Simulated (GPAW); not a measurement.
# How KBr absorbs and reflects light

Aim: the dielectric function of KBr, and the optical constants that follow from it.

Calculated with GPAW 26.7.0; DFT, LDA, plane-wave PAW (GPAW data sets), scalar-relativistic, RPA, optical limit.

**1. The starting structure**

Symmetry: Fm-3m, No. 225, cubic system. The conventional cell has a = 6.600 Å, b = 6.600 Å, c = 6.600 Å, α = 90.00°, β = 90.00°, γ = 90.00°. Nearest to Br lie 6 K at 3.30 Å. Nearest to K lie 6 Br at 3.30 Å. Farther neighbours and most contacts between anions are not listed.

Coordinates:

```cif
data_structure
_symmetry_space_group_name_H-M 'P 1'
_symmetry_Int_Tables_number 1
_cell_length_a 4.6669
_cell_length_b 4.6669
_cell_length_c 4.6669
_cell_angle_alpha 60.000
_cell_angle_beta 60.000
_cell_angle_gamma 60.000
_cell_volume 71.87
loop_
_atom_site_label
_atom_site_type_symbol
_atom_site_fract_x
_atom_site_fract_y
_atom_site_fract_z
_atom_site_occupancy
Br1 Br 0.50000 0.50000 0.50000 1
K2 K 0.00000 0.00000 0.00000 1
```

**2. Ground state**

First the ground state: is it a metal or has it a gap?

This step: DFT, LDA, plane-wave PAW (GPAW data sets), scalar-relativistic, ground state (GPAW 26.7.0).

File gs.py:

```python
from ase import Atoms
from ase.dft.bandgap import bandgap
from gpaw import GPAW, PW, FermiDirac

atoms = Atoms(['Br', 'K'],
              cell=[[0.000000000000, 3.300000000000, 3.300000000000],
                    [3.300000000000, 0.000000000000, 3.300000000000],
                    [3.300000000000, 3.300000000000, 0.000000000000]],
              scaled_positions=[[0.500000000000, 0.500000000000, 0.500000000000],
                                [0.000000000000, 0.000000000000, 0.000000000000]],
              pbc=[True, True, True])
atoms.calc = GPAW(mode=PW(450), xc='LDA', kpts={'size': (6, 6, 6), 'gamma': True},
                  occupations=FermiDirac(0.05), maxiter=150, txt='gs.txt')
print('energy (eV)', atoms.get_potential_energy())
print('Fermi level (eV)', atoms.calc.get_fermi_level())
print('valence electrons', atoms.calc.get_number_of_electrons())
print('gap (eV)', bandgap(atoms.calc, output=None)[0])
print('direct gap (eV)', bandgap(atoms.calc, direct=True, output=None)[0])
atoms.calc.write('gs.gpw')
```

The run is started by

```
> OMP_NUM_THREADS=1 python gs.py
```

Numbers of over 12 decimals in the logs are rounded to 6 here.

What it wrote:

```text
__  _  _
 | _ |_)|_||  |
 |__||  | ||/\| - 26.7.0

Versions:
  Python: 3.12.14
  ASE:    3.29.0
  Numpy:  2.5.5
  Scipy:  1.18.1
  Libxc:  7.0.0

Input parameters:
  mode=PW(ecut=450.000000),
  kpts=MonkhorstPack(size=(6, 6, 6), gamma=True),
  maxiter=150,
  occupations=Occupations(name='fermi-dirac', width=0.05, fixmagmom=False),
  xc=XC(name='LDA')

Diagonalizing LCAO Hamiltonian
Converting LCAO to pw mode

                 Br

       K

Atoms  # Å, Bohr magnetons
|   | symbol |        x |        y |        z |    initial magnetic moments |
| 0 |     Br | 3.300000 | 3.300000 | 3.300000 | ( 0.0000,  0.0000,  0.0000) |
| 1 |      K | 0.000000 | 0.000000 | 0.000000 | ( 0.0000,  0.0000,  0.0000) |

Unit cell  # Å
| periodic |        x |        y |        z |  lengths |    angles |
|      yes | 0.000000 | 3.300000 | 3.300000 | 4.666905 | 60.000000 |
|      yes | 3.300000 | 0.000000 | 3.300000 | 4.666905 | 60.000000 |
|      yes | 3.300000 | 3.300000 | 0.000000 | 4.666905 | 60.000000 |

Number of symmetries: 48
Symmetry operations  # r_c * U_cc + t_c -> r_c
|    | kind |            matrix            |
|  0 |  σ   |  1, 0, 0,  1, 0,-1,  1,-1, 0 |
|  1 |  C2  |  1, 0, 0,  1,-1, 0,  1, 0,-1 |
|  2 |  E   |  1, 0, 0,  0, 1, 0,  0, 0, 1 |
|  3 |  σ   |  1, 0, 0,  0, 0, 1,  0, 1, 0 |
|  4 |  C4  |  1, 0,-1,  1, 0, 0,  1,-1, 0 |
|  5 |  S6  |  1, 0,-1,  1,-1, 0,  1, 0, 0 |
|  6 |  σ   |  1, 0,-1,  0, 1,-1,  0, 0,-1 |
|  7 |  C3  |  1, 0,-1,  0, 0,-1,  0, 1,-1 |
|  8 |  S6  |  1,-1, 0,  1, 0, 0,  1, 0,-1 |
|  9 |  C4  |  1,-1, 0,  1, 0,-1,  1, 0, 0 |
| 10 |  C3  |  1,-1, 0,  0,-1, 1,  0,-1, 0 |
| 11 |  σ   |  1,-1, 0,  0,-1, 0,  0,-1, 1 |
| 12 |  σ   |  0, 1, 0,  1, 0, 0,  0, 0, 1 |
| 13 |  C4  |  0, 1, 0,  0, 1,-1, -1, 1, 0 |
| 14 |  C3  |  0, 1, 0,  0, 0, 1,  1, 0, 0 |
| 15 |  S6  |  0, 1, 0, -1, 1, 0,  0, 1,-1 |
| 16 |  C2  |  0, 1,-1,  1, 0,-1,  0, 0,-1 |
| 17 |  σ   |  0, 1,-1,  0, 1, 0, -1, 1, 0 |
| 18 |  S4  |  0, 1,-1,  0, 0,-1,  1, 0,-1 |
| 19 |  C4  |  0, 1,-1, -1, 1, 0,  0, 1, 0 |
| 20 |  C3  |  0, 0, 1,  1, 0, 0,  0, 1, 0 |
| 21 |  σ   |  0, 0, 1,  0, 1, 0,  1, 0, 0 |
| 22 |  S6  |  0, 0, 1,  0,-1, 1, -1, 0, 1 |
| 23 |  C4  |  0, 0, 1, -1, 0, 1,  0,-1, 1 |
| 24 |  S4  |  0, 0,-1,  1, 0,-1,  0, 1,-1 |
| 25 |  C3  |  0, 0,-1,  0, 1,-1,  1, 0,-1 |
| 26 |  C2  |  0, 0,-1,  0,-1, 0, -1, 0, 0 |
| 27 |  S6  |  0, 0,-1, -1, 0, 0,  0,-1, 0 |
| 28 |  S4  |  0,-1, 1,  1,-1, 0,  0,-1, 0 |
| 29 |  C4  |  0,-1, 1,  0, 0, 1, -1, 0, 1 |
| 30 |  C2  |  0,-1, 1,  0,-1, 0,  1,-1, 0 |
| 31 |  σ   |  0,-1, 1, -1, 0, 1,  0, 0, 1 |
| 32 |  C3  |  0,-1, 0,  1,-1, 0,  0,-1, 1 |
| 33 |  S6  |  0,-1, 0,  0, 0,-1, -1, 0, 0 |
| 34 |  S4  |  0,-1, 0,  0,-1, 1,  1,-1, 0 |
| 35 |  C2  |  0,-1, 0, -1, 0, 0,  0, 0,-1 |
| 36 |  C2  | -1, 1, 0,  0, 1, 0,  0, 1,-1 |
| 37 |  S6  | -1, 1, 0,  0, 1,-1,  0, 1, 0 |
| 38 |  S4  | -1, 1, 0, -1, 0, 1, -1, 0, 0 |
| 39 |  C3  | -1, 1, 0, -1, 0, 0, -1, 0, 1 |
| 40 |  S6  | -1, 0, 1,  0, 0, 1,  0,-1, 1 |
| 41 |  C2  | -1, 0, 1,  0,-1, 1,  0, 0, 1 |
| 42 |  C3  | -1, 0, 1, -1, 1, 0, -1, 0, 0 |
| 43 |  S4  | -1, 0, 1, -1, 0, 0, -1, 1, 0 |
| 44 |  C2  | -1, 0, 0,  0, 0,-1,  0,-1, 0 |
| 45 |  i   | -1, 0, 0,  0,-1, 0,  0, 0,-1 |
| 46 |  σ   | -1, 0, 0, -1, 1, 0, -1, 0, 1 |
| 47 |  C2  | -1, 0, 0, -1, 0, 1, -1, 1, 0 |

BZ-sampling:
  Number of BZ points: 216
  Number of IBZ points: 16

  Monkhorst-Pack size: [6, 6, 6]
  Monkhorst-Pack shift: [0.083333, 0.083333, 0.083333]

K-points  # in reciprocal-cell coordinates
|     |                                coordinates |     weight |
|   0 | (  0.00000000,   0.00000000,   0.00000000) | 0.00462963 |
|   1 | (  0.16666667,   0.16666667,   0.00000000) | 0.02777778 |
|   2 | (  0.16666667,   0.16666667,   0.16666667) | 0.03703704 |
|   3 | (  0.33333333,   0.16666667,   0.16666667) | 0.05555556 |
|   4 | (  0.33333333,   0.33333333,  -0.33333333) | 0.05555556 |
|   5 | (  0.33333333,   0.33333333,   0.00000000) | 0.02777778 |
|   6 | (  0.33333333,   0.33333333,   0.16666667) | 0.11111111 |
|   7 | (  0.33333333,   0.33333333,   0.33333333) | 0.03703704 |
|   8 | (  0.50000000,   0.33333333,  -0.33333333) | 0.11111111 |
|   9 | (  0.50000000,   0.33333333,  -0.16666667) | 0.05555556 |
| ... |                                            |            |
|  15 | (  0.50000000,   0.50000000,   0.50000000) | 0.01851852 |

Plane wave coefficients: 1588
Cutoff: 450.000000 eV

Spin-components: 1 (collinear spins)
Bands:           9
Projectors:      10
Spin-degeneracy: 2
Datatype:        complex128

Parallelization:
  kpt:    1
  domain: 1
  band:   1

Density:
  Valence electrons: 16.0
  Components: 1
  Grid points: [24 24 24]
  Charge: 0.0  # |e|

Potential:
  Grid points: [24 24 24]

species:
  Br:
    name:    Bromine
    id:
    Z:       35.0
    valence: 7
    core:    28
    charge:  0.0  # [|e|]
    compensation charges:
      type: gauss
      rc: 0.35  # [Å]
      lmax: 2
    cutoffs:
      filter: 1.98  # [Å]
      core: 2.38  # [Å]
    projectors
    | kind |    occ | energy [eV] | rcut [Å] |
    |   4s |  2.000 |     -20.306 |    1.111 |
    |   4p |  5.000 |      -8.003 |    1.111 |
    |    s |        |       6.906 |    1.111 |
    |    p |        |      19.208 |    1.111 |
    |    d |        |       0.000 |    1.111 |

    Using partial waves for Br as LCAO basis

  K:
    name:    Potassium
    id:
    Z:       19.0
    valence: 9
    core:    10
    charge:  0.0  # [|e|]
    compensation charges:
      type: gauss
      rc: 0.35  # [Å]
      lmax: 2
    cutoffs:
      filter: 1.91  # [Å]
      core: 1.27  # [Å]
    projectors
    | kind |    occ | energy [eV] | rcut [Å] |
    |   3s |  2.000 |     -35.177 |    1.122 |
    |   4s |  1.000 |      -2.428 |    1.122 |
    |   3p |  6.000 |     -18.839 |    1.106 |
    |    p |        |       8.373 |    1.106 |
    |    d |        |       0.000 |    0.937 |

    Using partial waves for K as LCAO basis

Reference energy: -87153.214374  # eV

eigensolver:
  PPCG
  Converge bands: occupied
  niter=2

density mixing:
  MSR1-Mixer
  Pratt-step length: 0.05
  Maximum mixing coefficient: 0.75
  Old densities: 10
  SVD Regularization: 0.005
  Good broyden scale: 1.0
  Trust region scale: 1.0
  Backstep threshold: 4.0
  History deletion threshold: 6.0
  Fourier metric: weight=20.0, sigma=0.015

occupation numbers:
  Fermi-Dirac:
    width: 0.0500  # eV

poisson solver:
  ecut: 3600.000000  # eV

xc functional:
  name: None

convergence criteria:
- Maximum [total energy] change in last 3 cyles: 0.0005 eV / valence electron
- Maximum integral of absolute [dens]ity change: 0.0001 electrons / valence electron
- Maximum integral of absolute [eigenst]ate change: 4e-08 eV^2 / valence electron
maximum number of iterations: 150

SCF iterations
|iter     |      energy | eigst |  dens |
|iter:   1||   -7.126716 | -0.35 |       |
|iter:   2||   -7.104847 | -2.22 | -1.34 |
|iter:   3||   -6.989350 | -1.58 | -1.37 |
|iter:   4||   -6.981024 | -2.88 | -1.69 |
|iter:   5||   -6.980980 | -3.98 | -2.06 |
|iter:   6||   -6.981030c| -5.37 | -2.64 |
|iter:   7||   -6.981031c| -6.81 | -3.61 |
|iter:   8||   -6.981031c| -7.93c| -4.02c|

Converged in 8 steps
SCF loop duration: 4.344 s (0.543 s/step)
Energy contributions relative to reference atoms: (reference = -87153.214374)

Energy contributions:
  Kinetic:           2.168956
  Coulomb:          -1.956865
  Zero:             -0.675656
  External:          0.000000
  Xc:               -6.517466
  Entropy:          -0.000000
  Spinorbit:         0.000000
  ----------------------------
  Free energy:      -6.981031
  Extrapolated:     -6.981031

dipole moment: (-23.977906, -23.977906, -23.977906)  # |e|*Ang

Fermi level: 1.256
Eigenvalues  # (at kpt = [0.000, 0.000, 0.000])
| band index |      eig [eV] | occ [0-2] |
|          0 |       -27.916 |     2.000 |
|          1 |       -12.833 |     2.000 |
|          2 |       -11.622 |     2.000 |
|          3 |       -11.622 |     2.000 |
|          4 |       -11.622 |     2.000 |
|          5 |        -0.480 |     2.000 |
|          6 |        -0.480 |     2.000 |
|          7 |        -0.480 |     2.000 |
|          8 |         3.557 |     0.000 |

Gap: 4.037 eV
Transition (v -> c):
  (s=0, k=0, n=7, [0.00, 0.00, 0.00]) -> (s=0, k=0, n=8, [0.00, 0.00, 0.00])
No difference between direct/indirect transitions

--- standard output ---
energy (eV) -6.981031
Fermi level (eV) 1.256359
valence electrons 16.0
gap (eV) 4.037363
direct gap (eV) 4.037363
```

Elapsed: 6.6 s, on 1 thread of Arm Neoverse V1, shared host; peak memory 0.13 GiB.

Numbers from this step:

```
energy                 : -6.981 eV
Fermi energy           : 1.256 eV
gap on the k-mesh      : 4.037 eV
direct gap on the mesh : 4.037 eV
electrons              : 16
```

There is a gap, 4.04 eV on this mesh (points off the mesh can give less), so no carriers' term is needed.

**3. Bands for the response**

At the fixed density, many empty bands are solved on the mesh of the response, since the spectrum sums over them.

This step: DFT, LDA, plane-wave PAW (GPAW data sets), scalar-relativistic, bands at fixed density (GPAW 26.7.0).

File nscf.py:

```python
from ase.dft.bandgap import bandgap
from gpaw import GPAW, FermiDirac

calc = GPAW('gs.gpw').fixed_density(kpts={'size': (16, 16, 16), 'gamma': True}, nbands=49, convergence={'bands': 43},
                                    occupations=FermiDirac(0.001), txt='nscf.txt')
print('gap (eV)', bandgap(calc, output=None)[0])
print('direct gap (eV)', bandgap(calc, direct=True, output=None)[0])
print('top band over the Fermi level (eV)', min(calc.get_eigenvalues(kpt=k)[42] for k in range(len(calc.get_ibz_k_points()))) - calc.get_fermi_level())
calc.write('full.gpw', mode='all')
```

The run is started by

```
> OMP_NUM_THREADS=1 python nscf.py
```

What it wrote:

```text
Diagonalizing LCAO Hamiltonian
Converting LCAO to pw mode
convergence criteria:
- Maximum integral of absolute [eigenst]ate change: 4e-08 eV^2 / valence electron
maximum number of iterations: 150

SCF iterations
|iter     |      energy | eigst |  dens |
|iter:   1||             | +3.77 |       |
|iter:   2||             | +2.45 |       |
|iter:   3||             | +1.38 |       |
|iter:   4||             | +0.14 |       |
|iter:   5||             | -0.95 |       |
|iter:   6||             | -1.92 |       |
|iter:   7||             | -2.83 |       |
|iter:   8||             | -3.70 |       |
|iter:   9||             | -4.41 |       |
|iter:  10||             | -5.07 |       |
|iter:  11||             | -5.64 |       |
|iter:  12||             | -6.18 |       |
|iter:  13||             | -6.68 |       |
|iter:  14||             | -7.08 |       |
|iter:  15||             | -7.47c|       |
SCF steps: 15
  __  _  _
 | _ |_)|_||  |
 |__||  | ||/\| - 26.7.0

Versions:
  Python: 3.12.14
  ASE:    3.29.0
  Numpy:  2.5.5
  Scipy:  1.18.1
  Libxc:  7.0.0

Input parameters:
  mode=PW(ecut=450.000000),
  convergence={'bands': 43},
  gpts=array([24, 24, 24]),
  kpts=MonkhorstPack(size=(16, 16, 16), gamma=True),
  maxiter=150,
  nbands=49,
  occupations=Occupations(name='fermi-dirac', width=0.001, fixmagmom=False),
  parallel={},
  xc=XC(name='LDA')

--- standard output ---
gap (eV) 4.037363
direct gap (eV) 4.037363
top band over the Fermi level (eV) 29.882015
```

It took 5.2 min on 1 thread; peak memory 0.36 GiB.

[end of part 1 of 2]

[Machine, clock and banner lines and Python warnings are left out of the logs.]

[Logs are printed without paths, hosts, clocks, repeated set-up lines and the standing remarks that a program may print on its own settings, such as how far it seeks lower states.]

[Hosts, paths, dates, database ids (printed as entryN), source tags and the programs' standing remarks are cut or masked in the printed files.]
